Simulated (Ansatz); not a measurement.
# What Tl2Te (model cell, started as antifluorite) distorts into

Wanted: the energy along a soft mode of Tl2Te (model cell, started as antifluorite) and the structure at the end.

Main program and level: Ansatz 0.2.0; DFT PBEsol, scalar-relativistic, plane waves, PAW.

This is a report of a sequence of runs, with most program output left out.

The structure was built from a prototype and need not be the compound's stable phase.

### Step 1. The structure

The structure is cubic, space group Fm-3m (No. 225). The conventional cell has a = 7.671 Å, b = 7.671 Å, c = 7.671 Å, α = 90.00°, β = 90.00°, γ = 90.00°. Te has 8 Tl at 3.32 Å nearest. Nearest to Tl lie 4 Te at 3.32 Å. Farther neighbours and most contacts between anions are not listed.

### Step 2. The dispersion

The cell comes from relaxations at this level that are not shown. Stability and thermal properties need the whole zone. Linear response on a 2×2×2 q mesh gives force constants as far as a supercell of that size would.

input.yaml reads:

```yaml
crystal:
  lattice:
    - [0.0, 3.8354657154, 3.8354657154]
    - [3.8354657154, 0.0, 3.8354657154]
    - [3.8354657154, 3.8354657154, 0.0]
  atoms:
    - { symbol: Te, position: [0.0, 0.0, 0.0] }
    - { symbol: Tl, position: [0.25, 0.25, 0.25] }
    - { symbol: Tl, position: [0.75, 0.75, 0.75] }
kpoints:
  mp_grid: { grid: [8, 8, 8] }
hamiltonian:
  xc: pbesol
scf:
  occupations: { method: gaussian, width: 0.01 }
output:
  eigenvalues: true
phonons:
  method: dfpt
  qmesh: [2, 2, 2]
  temperatures: { t_max: 1000, t_step: 50 }
  qpath:
    path:
      - [[0.0, 0.0, 0.0], [0.5, 0.0, 0.5], [0.625, 0.25, 0.625]]
      - [[0.375, 0.375, 0.75], [0.0, 0.0, 0.0], [0.5, 0.5, 0.5], [0.5, 0.25, 0.75], [0.5, 0.0, 0.5]]
    npoints: 10
```

Run with:

```bash
$ ansatz run input.yaml --threads 4 --pin off --max-ram 7168MiB --backend cpu --events-out ev --progress --plain --runs-dir out
```

Run time: 1.7 min. Hardware: 4 threads of Arm Neoverse V2, shared host; peak memory 1.4 GiB; 6.5 min of CPU time.

Numbers from this step:

* gap on the k-mesh: 0.1112 eV
* volume per atom: 37.62 Å³
* sum-rule residual before enforcement: 3.53e-5 eV/Å²
* lowest frequency on the path: -25.49 cm⁻¹
* point group: m-3m
* highest frequency on the path or at a solved wavevector: 83.6 cm⁻¹
* highest optical mode at the zone centre (no LO-TO term): 76.39 cm⁻¹
* lowest optical zone-centre mode: 56.55 cm⁻¹
* lowest mode on the q mesh (acoustic modes at Γ apart): -25.49 cm⁻¹

Frequencies (cm⁻¹) solved at each irreducible wavevector; negative means imaginary. Frequencies by wavevector, by row:

```tsv
q in reciprocal lattice units	star	mode 1	mode 2	mode 3	mode 4	mode 5	mode 6	mode 7	mode 8	mode 9
0 0 0	1	0	0	0	56.5	56.5	56.5	76.4	76.4	76.4
0 0 -0.5	4	17.4	17.4	45.7	49.5	49.5	58	70.6	83.3	83.3
0 -0.5 -0.5	3	-25.5	-25.5	41.2	41.9	41.9	62.5	75.4	75.4	82.2
```

Interpolated from a 2×2×2 q mesh, without the LO-TO term. The phonon branches at the labelled points (cm⁻¹):

```tsv
point	branch 1	branch 2	branch 3	branch 4	branch 5	branch 6	branch 7	branch 8	branch 9
Γ	0	0	0	57	57	57	76	76	76
halfway	-8	-8	42	48	48	50	78	78	83
X	-26	-26	41	42	42	62	75	75	82
halfway	-22	-18	41	42	42	62	75	76	81
U	-13	22	40	41	44	61	75	78	80
jump to K	-13	22	40	41	44	61	75	78	80
halfway	16	17	39	48	50	52	79	79	81
Γ	0	0	0	57	57	57	76	76	76
halfway	13	13	35	50	53	53	78	80	80
L	17	17	46	50	50	58	71	83	83
halfway	11	28	42	44	47	59	73	81	81
W	-16	35	35	40	44	61	77	77	77
halfway	-21	5	41	41	43	62	76	76	80
X	-26	-26	41	42	42	62	75	75	82
```

Symmetry leaves 3 wavevectors to solve. The lowest mode among them, the acoustic zeros apart, lies at q = (0, -0.5, -0.5) and is imaginary, 25.5i cm⁻¹, so the energy falls along it.

### Step 3. The mode frozen in, largest atomic shift 0 Å

The mode followed lies at q = (0, -0.5, -0.5) with frequency 25.5i cm⁻¹ and is 2-fold degenerate, the softest among the wavevectors solved. At small amplitude the distorted cell has space group no. 63 by a symmetry search on the positions. The undistorted cell that holds it gives the zero of energy on the same k mesh.

System of this step: Tl2Te (model cell, started as antifluorite). It takes space group Fm-3m (No. 225, cubic). Conventional cell: a = 7.671 Å, b = 7.671 Å, c = 7.671 Å, α = 90.00°, β = 90.00°, γ = 90.00°. Nearest to Te lie 8 Tl at 3.32 Å. Nearest to Tl lie 4 Te at 3.32 Å. Farther neighbours and most contacts between anions are not listed.

input.yaml reads:

```yaml
crystal:
  lattice:
    - [0.0, -3.8354657154, -3.8354657154]
    - [0.0, 3.8354657154, -3.8354657154]
    - [7.6709314308, 0.0, 0.0]
  atoms:
    - { symbol: Te, position: [0.5, 0.5, 0.5] }
    - { symbol: Te, position: [0.0, 0.0, 0.0] }
    - { symbol: Tl, position: [0.0, 0.5, 0.75] }
    - { symbol: Tl, position: [0.5, 0.0, 0.25] }
    - { symbol: Tl, position: [0.0, 0.5, 0.25] }
    - { symbol: Tl, position: [0.5, 0.0, 0.75] }
kpoints:
  mp_grid: { grid: [6, 6, 4] }
hamiltonian:
  xc: pbesol
scf:
  occupations: { method: gaussian, width: 0.01 }
output:
  forces: true
  stress: true
  eigenvalues: true
```

Run time: 4.4 s. Hardware: 4 threads; peak memory 0.72 GiB.

Numbers from this step:

```
pressure                         : 0.06075 GPa
gap on the k-mesh                : 0.1148 eV
energy from the undistorted cell : 0 meV/atom
```

The run ends at a pressure of 0.06 GPa.

### Step 4. The mode frozen in, largest atomic shift 0.32 Å

The atoms are moved along the unstable eigenvector, the largest shift by 0.32 Å, with the cell fixed.

input.yaml, the sections that differ from step 3:

```yaml
crystal:
  lattice:
    - [0.0, -3.8354657154, -3.8354657154]
    - [0.0, 3.8354657154, -3.8354657154]
    - [7.6709314308, 0.0, 0.0]
  atoms:
    - { symbol: Te, position: [0.458284075, 0.458284075, 0.5] }
    - { symbol: Te, position: [0.041715925, 0.041715925, 0.0] }
    - { symbol: Tl, position: [-0.0188190033, 0.5188190033, 0.75] }
    - { symbol: Tl, position: [0.5188190033, -0.0188190033, 0.25] }
    - { symbol: Tl, position: [-0.0188190033, 0.5188190033, 0.25] }
    - { symbol: Tl, position: [0.5188190033, -0.0188190033, 0.75] }
# kpoints, hamiltonian, scf, output: as in step 3
```

Run time: 5 s. Hardware: 4 threads; peak memory 0.77 GiB; 19 s of CPU time.

This step gave:

* pressure: 0.04635 GPa
* gap on the k-mesh: 0 eV
* energy from the undistorted cell: -1.903 meV/atom

The energy, extrapolated to zero smearing, is -1.90 meV/atom against the undistorted cell.

The run ends at a pressure of 0.05 GPa, with forces up to 0.028 eV/Å.

### Step 5. Energy along the mode, all amplitudes (two of the runs are shown above)

An imaginary frequency means negative curvature, so the energy should fall and then rise again as anharmonic terms take over.

This step gave:

- depth at the lowest point sampled: 1.903 meV/atom
- largest atomic shift at that point: 0.32 Å

The energy from the parent by largest atomic shift:

```tsv
largest atomic shift (Å)	energy from the parent (meV/atom)
0.000	0
0.040	-0.143
0.080	-0.365
0.140	-0.571
0.220	-1.32
0.320	-1.90
0.450	1.10
0.600	11.6
```

Displacement at unit largest shift by atom:

```tsv
atom	x (Å)	y (Å)	z (Å)	size
Te1	0.00	0.00	1.00	1.00
Te2	0.00	0.00	-1.00	1.00
Tl3	0.00	0.45	0.00	0.45
Tl4	0.00	-0.45	0.00	0.45
Tl5	0.00	0.45	0.00	0.45
Tl6	0.00	-0.45	0.00	0.45
```

The lowest of the steps tried is at 0.32 Å, 1.90 meV/atom below the parent; the bottom of the well need not coincide with a step.

### Step 6. Relaxing from the distorted cell

Starting from the lowest point found, all atoms and the cell are let go, so that strain and other modes of the same symmetry can join in.

Edit input.yaml of step 4 so:

```diff
@@ -22 +22,6 @@
   eigenvalues: true
+relax:
+  adjacent_minimum: "off"
+  f_tol: 0.002
+  max_steps: 120
+  cell: { stress_tol: 0.03 }
```

Wall time 50 s (4 threads); peak memory 0.8 GiB.

The steps of the relaxation:

```tsv
step	energy less that of the first step (eV)	largest force component (eV/Å)	pressure (GPa)	volume (Å³)
1	0.0000	0.0277	0.05	225.69
2	-0.0044	0.0125	0.02	226.04
3	-0.0105	0.0433	-0.01	226.25
4	-0.0109	0.0213	0.01	226.50
5	-0.0108	0.0154	-0.12	227.74
6	-0.0118	0.0028	-0.02	226.58
7	-0.0118	0.0001	0.00	226.39
8*	-0.0120	0.0001	0.00	226.39
```

Relaxation steps marked * repeat the geometry before them on a plane-wave basis chosen anew for their cell, so energy and pressure can jump there.

Forces are held to the 8 operations that the run works with; a distortion that breaks them can't arise in this run.

```tsv
conventional cell, symmetrised	before	after	change
a (Å)	7.671	7.436	-3.1 %
b (Å)	7.671	7.864	+2.5 %
c (Å)	7.671	7.743	+0.9 %
volume (Å³/atom)	37.62	37.73	+0.3 %
```

The atoms that moved most (Å, as changes of fractional coordinates times the final cell):

```tsv
atom	dx	dy	dz	length
Te1	0.000	0.000	-0.015	0.015
Te2	0.000	0.000	0.015	0.015
```

Final coordinates:

```xyz
6
Lattice="0.0000 -3.7180 -3.9321 0.0000 3.7180 -3.9321 7.7426 0.0000 0.0000" Properties=species:S:1:pos:R:3 pbc="T T T"
Te    3.8713    0.0000   -3.6187
Te    0.0000    0.0000   -0.3134
Tl    5.8070    2.0013   -1.9660
Tl    1.9357   -2.0013   -1.9660
Tl    1.9357    2.0013   -1.9660
Tl    5.8070   -2.0013   -1.9660
```

This step gave:

```
pressure        : -6.49e-4 GPa
volume per atom : 37.73 Å³
```

The distorted start has space group Cmcm; the relaxation ends in Cmcm.

### Step 7. The new phase in its own primitive cell

The relaxed structure is symmetrised, reduced to its primitive cell and relaxed tightly, as its phonons need.

input.yaml, the sections that differ from step 6:

```yaml
crystal:
  lattice:
    - [3.7180060387, -3.932075728, 0.0]
    - [3.7180060387, 3.932075728, 0.0]
    - [0.0, 0.0, 7.7426227108]
  atoms:
    - { symbol: Te, position: [0.2898506357, 0.7101493643, 0.25] }
    - { symbol: Te, position: [0.7101493643, 0.2898506357, 0.75] }
    - { symbol: Tl, position: [0.2308605162, 0.2308605162, 0.5] }
    - { symbol: Tl, position: [0.7691394838, 0.7691394838, 0.0] }
    - { symbol: Tl, position: [0.2308605162, 0.2308605162, 0.0] }
    - { symbol: Tl, position: [0.7691394838, 0.7691394838, 0.5] }
relax:
  adjacent_minimum: "off"
  f_tol: 0.001
  max_steps: 60
  cell: { stress_tol: 0.01 }
# kpoints, hamiltonian, scf, output: as in step 6
```

Run time: 13 s. Hardware: 4 threads; peak memory 0.79 GiB.

Little changed from the start: no atom moved by 0.005 Å and no cell edge by 0.1 %.

Numbers from this step:

```yaml
pressure: -6.48e-4 GPa
```

The largest force component left is 0.15 meV/Å and the pressure is -0.001 GPa, within the tolerances set. The cell now holds 37.73 Å³/atom.

### Step 8. Modes of the new phase, k-mesh 6×6×4

A relaxed structure may still be a saddle point, so its zone-centre modes are computed. No field response is asked, since the mesh shows no gap.

Edit input.yaml of step 7 so:

```diff
@@ -19,9 +19,4 @@
 output:
-  forces: true
-  stress: true
   eigenvalues: true
-relax:
-  adjacent_minimum: "off"
-  f_tol: 0.001
-  max_steps: 60
-  cell: { stress_tol: 0.01 }
+phonons:
+  method: dfpt
```

Run time: 2.4 min. Hardware: 4 threads; peak memory 2.8 GiB; 9.3 min of CPU time.

This step gave:

| Item | Value |
| --- | --- |
| sum-rule residual before enforcement | 1.22e-4 eV/Å² |
| point group | mmm |
| highest optical mode at the zone centre (no LO-TO term) | 89 cm⁻¹ |
| lowest optical zone-centre mode | 2.78 cm⁻¹ |

Without the LO-TO term. Patterns of degenerate modes are one choice out of their space. Modes at Γ, with each element's share of the kinetic energy:

```tsv
mode	frequency (cm⁻¹)	symmetry	Te %	Tl %
1	0.0	acoustic	24	76
2	0.0	acoustic	24	76
3	0.0	acoustic	24	76
4	2.8	B1g	54	46
5	35.6	Ag	54	46
6	37.8	B2g	0	100
7	38.6	B1u	1	99
8	41.0	Au	0	100
9	49.2	B1g	1	99
10	53.0	B2g	0	100
11	59.5	B2u	4	96
12	60.0	B3g	11	89
13	76.5	B1g	45	55
14	81.1	B3u	76	24
15	81.9	B1u	75	25
16	83.3	not assigned	72	28
17	83.3	not assigned	46	54
18	89.0	B3g	89	11
```

Displacements in mode 5 (35.6 cm⁻¹), the largest set to 1:
```
Te1  0.00  1.00  0.00
Te2  0.00 -1.00  0.00
Tl3  0.51  0.00  0.00
Tl4 -0.51  0.00  0.00
Tl5  0.51  0.00  0.00
Tl6 -0.51  0.00  0.00
```

Displacements in mode 11 (59.5 cm⁻¹), the largest set to 1:
```
Te1  0.00  0.36  0.00
Te2  0.00  0.36  0.00
Tl3  0.00 -0.11 -1.00
Tl4  0.00 -0.11  1.00
Tl5  0.00 -0.11  1.00
Tl6  0.00 -0.11 -1.00
```

Before it was imposed, the acoustic sum rule was missed by 1.2e-4 eV/Å². Small misses are needed for a sound result but don't prove that mesh and cutoff are converged. The lowest optical mode is real, 2.8 cm⁻¹.

### Step 9. Outcome

* unstable mode of the parent: q = (0, -0.5, -0.5), 26i cm⁻¹
* depth at the lowest point sampled: 1.90 meV/atom
* largest atomic shift at that point: 0.32 Å
* space group reached (within 0.01 Å): Cmcm
* energy gained over the parent (first relaxation, on the mesh of the frozen mode): 3.91 meV/atom
* volume per atom, phase reached: 37.7 Å³
* lowest optical zone-centre mode, phase reached: 2.8 cm⁻¹
* highest optical mode at the zone centre (no LO-TO term), phase reached: 89.0 cm⁻¹

Along this mode the structure falls into Cmcm, 3.91 meV/atom below the parent. At the parent's cell the well is 1.903 meV/atom deep on the steps tried, with its lowest point at a shift of 0.32 Å. Relaxing atoms and cell changes the gain by +2.00 meV/atom against the lowest step (energies at zero smearing). The new phase has no imaginary mode at the zone centre of its cell; other wavevectors were not checked. Of the 3 patterns followed to their end from this parent, this one ends 10.5 meV/atom above the lowest, Pmmn. Each path keeps the symmetry of its pattern, so a lower phase may lie along a pattern not tried. With no gap, or one that is small against the smearing, the frequencies hang on the k mesh and the smearing, most of all near Kohn anomalies. Where the field response was not run the interpolation lacks the dipole term, so the LO-TO splitting is missing from branches, density of states and sums. An optical mode within 15 cm⁻¹ of zero is at the mercy of small errors in the force constants, and even its sign is uncertain. Spin-orbit coupling is left out, which can matter for the heavy elements here. A phonon run warned that its eigensolver left some bands unconverged in a pass. The starting cell was built on a prototype and not taken from a measurement, so the phase need not exist.

[Logs are printed without paths, hosts, clocks, repeated set-up lines and the standing remarks that a program may print on its own settings, such as how far it seeks lower states.]

[Hosts, paths, dates, database ids (printed as entryN), source tags and the programs' standing remarks are cut or masked in the printed files.]
